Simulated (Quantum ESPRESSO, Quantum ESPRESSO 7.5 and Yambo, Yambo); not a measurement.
## PtS2 (1T monolayer): G0W0 with and without spin-orbit coupling

Wanted: the effect of spin-orbit coupling on the quasiparticle gap of PtS2 (1T monolayer).

Calculated with Quantum ESPRESSO 7.5 and Yambo 5.3.0; PBE and many-body steps on it, plane waves.

This is a report of a sequence of runs, with most program output left out.

## Step 1: Starting point

The cell holds 3 atoms: 1 Pt and 2 S. Its edges and angles: a = 3.574 Å, b = 3.574 Å, c = 15.000 Å, α = 90.0°, β = 90.0°, γ = 120.0°. Vacuum lies along c.

The structure was relaxed with PBE. The runs that relaxed it are not among those shown. Spin-orbit coupling is left out unless a step names it.

## Step 2: Empty states on the mesh, 6×6×1 mesh, 146 bands

This step: Quantum ESPRESSO 7.5; DFT, PBE, plane waves, norm-conserving pseudopotentials.

The sums over transitions need many empty states on a uniform mesh; this step solves for them.

File pw.in:

```
&control
  calculation = 'nscf'
  prefix = 'x'
  outdir = 'o'
  pseudo_dir = 'pseudo'
/
&system
  ibrav = 0
  nat = 3
  ntyp = 2
  ecutwfc = 76.0
  nbnd = 146
  force_symmorphic = .true.
/
&electrons
  conv_thr = 1e-9
  electron_maxstep = 80
  diago_full_acc = .true.
  diago_thr_init = 5e-6
/
ATOMIC_SPECIES
  Pt 195.08 Pt.upf
  S 32.06 S.upf
CELL_PARAMETERS angstrom
  3.5735303220 0.0000000000 0.0000000000
  -1.7867651610 3.0947680400 0.0000000000
  0.0000000000 0.0000000000 15.0000000000
ATOMIC_POSITIONS crystal
  Pt 0.0000000000 0.0000000000 0.5000000000
  S 0.3333333333 0.6666666667 0.5818569338
  S 0.6666666667 0.3333333333 0.4181430662
K_POINTS automatic
  6 6 1 0 0 0
```

Started as:

```bash
> OMP_NUM_THREADS=1 mpirun -n 4 pw.x -nk 4 -in pw.in > pw.out
```

Elapsed: 43 s, on 4 MPI ranks of Arm Neoverse V1, shared host; peak memory 0.92 GiB; 2.9 min of CPU time.

Numbers from this step:

- gap: 2.039 eV
- k of the valence top: 0.1667, 0.1667, 0
- k of the conduction bottom: 0, 0.1667, 0
- least direct gap: 2.065 eV
- k points computed: 7
- lowest point of the top converged band, above the valence top: 48.53 eV

On this mesh the gap is 2.039 eV.

The density comes from a self-consistent run that is not shown.

## Step 3: Conversion and set-up

This step: Yambo 5.3.0; conversion and set-up on PBE, plane waves, norm-conserving pseudopotentials.

The states are converted to the many-body program's format and the q mesh is built.

Started as:

```bash
> (cd o/x.save; p2y > p2y.log; mv SAVE ../..); yambo > setup.log
```

Wall time 2.9 s (1 MPI rank); peak memory 0.25 GiB.

## Step 4: Scalar-relativistic

G0W0 replaces the xc potential by the self-energy, built once from these orbitals. Only a window of levels is corrected, while the sums run over the empty bands that the input names.

This step: G0W0 on PBE, plane waves, norm-conserving pseudopotentials.

File gw1.in:

```
HF_and_locXC
gw0
dyson
ppa
em1d
rim_cut
rim_w
RandQpts= 3000000
RandGvec= 100 RL
CUTGeo= "slab z"
RandGvecW= 9 RL
EXXRLvcs= 76 Ry
VXCRLvcs= 304 Ry
Chimod= "HARTREE"
% BndsRnXp
 1 | 146 |
%
NGsBlkXp= 10.5 Ry
% LongDrXp
 1 | 1 | 0 |
%
% GbndRnge
 1 | 146 |
%
DysSolver= "n"
ExtendOut
PPAPntXp= 27.21138 eV
% QPkrange
 5 | 5 | 14 | 17 |
 2 | 2 | 14 | 17 |
 1 | 1 | 14 | 17 |
%
```

Started as:

```bash
> OMP_NUM_THREADS=1 mpirun -n 4 yambo -F gw1.in -J gw1 -C gw1 > gw1.log
```

The job ended after 7.8 min (4 MPI ranks; peak memory 2.5 GiB).

Numbers from this step:

| Property | Result |
| --- | --- |
| G0W0 gap on the points computed | 3.268 eV |
| starting gap on the mesh | 2.039 eV |
| k of the valence top | 0, 0.1667, 0 |
| k of the conduction bottom | 0, 0.1667, 0 |
| least direct G0W0 gap on the computed points | 3.268 eV |
| Z at the valence top | 0.7472 |
| Z at the conduction bottom | 0.7536 |

The gap on the mesh goes from 2.04 eV to 3.27 eV, a correction of +1.23 eV.

## Step 5: Empty states on the mesh, 6×6×1 mesh, 292 bands

This step: Quantum ESPRESSO 7.5; DFT, PBE with spin-orbit coupling, plane waves, norm-conserving pseudopotentials.

Edit pw.in of step 2 so:

```diff
@@ -11,4 +11,6 @@
   ecutwfc = 76.0
-  nbnd = 146
+  nbnd = 292
   force_symmorphic = .true.
+  noncolin = .true.
+  lspinorb = .true.
 /
```

Started as:

```bash
> OMP_NUM_THREADS=1 mpirun -n 4 pw.x -nk 4 -in pw.in > pw.out
```

The job ended after 4.6 min (4 MPI ranks; peak memory 2.8 GiB; 18 min of CPU time).

Numbers from this step:

```
gap                                                           : 1.987 eV
k of the valence top                                          : 0.1667, 0.1667, 0
k of the conduction bottom                                    : 0, 0.1667, 0
least direct gap                                              : 2.002 eV
k points computed                                             : 7
lowest point of the top converged band, above the valence top : 48.45 eV
```

On this mesh the gap is 1.987 eV.

The density comes from a self-consistent run that is not shown, made with spin-orbit coupling and fully relativistic files.

## Step 6: Conversion and set-up

This step: Yambo 5.3.0; conversion and set-up on PBE with spin-orbit coupling, plane waves, norm-conserving pseudopotentials.

Started as:

```bash
> (cd o/x.save; p2y > p2y.log; mv SAVE ../..); yambo > setup.log
```

The job ended after 4.3 s (1 MPI rank; peak memory 0.25 GiB).

## Step 7: With spin-orbit coupling

This step: G0W0 on PBE with spin-orbit coupling, plane waves, norm-conserving pseudopotentials.

File gw3.in:

```
HF_and_locXC
gw0
dyson
ppa
em1d
rim_cut
rim_w
RandQpts= 3000000
RandGvec= 100 RL
CUTGeo= "slab z"
RandGvecW= 9 RL
EXXRLvcs= 76 Ry
VXCRLvcs= 304 Ry
Chimod= "HARTREE"
% BndsRnXp
 1 | 292 |
%
NGsBlkXp= 10.5 Ry
% LongDrXp
 1 | 1 | 0 |
%
% GbndRnge
 1 | 292 |
%
DysSolver= "n"
ExtendOut
PPAPntXp= 27.21138 eV
% QPkrange
 5 | 5 | 27 | 34 |
 2 | 2 | 27 | 34 |
 1 | 1 | 27 | 34 |
%
```

Started as:

```bash
> OMP_NUM_THREADS=1 mpirun -n 4 yambo -F gw3.in -J gw3 -C gw3 > gw3.log
```

Run time: 29 min. Hardware: 4 MPI ranks; peak memory 6 GiB.

This step gave:

```
G0W0 gap on the points computed              : 3.235 eV
starting gap on the mesh                     : 1.987 eV
k of the valence top                         : 0, 0.1667, 0
k of the conduction bottom                   : 0, 0.1667, 0
least direct G0W0 gap on the computed points : 3.235 eV
Z at the valence top                         : 0.7480
Z at the conduction bottom                   : 0.7548
```

Against G0W0 in Yambo (6×6×1 mesh, 146 bands, screening to 142.9 eV, Godby-Needs plasmon pole), the gap moves by −0.034 eV.

## Step 8: Side by side

Times are wall times on 4 MPI ranks of Arm Neoverse V1, shared host, good to a factor of about two.

| run | mesh | bands | screening cutoff (eV) | DFT gap (eV) | gap on the mesh (eV) | direct (eV) | time |
| --- | --- | --- | --- | --- | --- | --- | --- |
| scalar-relativistic | 6×6×1 | 146 | 142.9 | 2.039 | 3.268 | 3.268 | 7.8 min |
| with spin-orbit coupling | 6×6×1 | 292 | 142.9 | 1.987 | 3.235 | 3.235 | 29 min |

## Step 9: Results

* scalar-relativistic: 3.268 eV
* with spin-orbit coupling: 3.235 eV
* known limits: not at the basis limit; no spin polarisation; d states lean on the start; no spin-orbit coupling in some runs

With spin-orbit coupling: −0.034 eV against scalar-relativistic, −0.052 eV of it in the start. Bands and cutoff are finite, so the gap is not at the basis limit. The miss can reach some tenths of an eV and take either sign; the mesh is an error of its own. In the G0W0 runs levels were corrected at 3 k points alone, so a gap called «on the mesh» is the least over those, and an edge elsewhere would be missed. A denser mesh or path gives a starting gap of 1.77 eV: the GW mesh misses a band edge, so its gaps are not the fundamental one. The runs have no spin polarisation. For a closed low-spin shell that is the natural state; where a d or f shell is open it is a constraint, and the gap is then not the crystal's own. With d states at the gap, one-shot GW leans hard on its start.

[Paths, hosts, dates, memory and timing lines, banners, echoed tables and standing remarks are left out of the program output.]

[Logs are printed without paths, hosts, clocks, repeated set-up lines and the standing remarks that a program may print on its own settings, such as how far it seeks lower states.]

[Runs of the session that timed out or met a known fault of the program may be left out.]

[Hosts, paths, dates, database ids (printed as entryN), source tags and the programs' standing remarks are cut or masked in the printed files.]
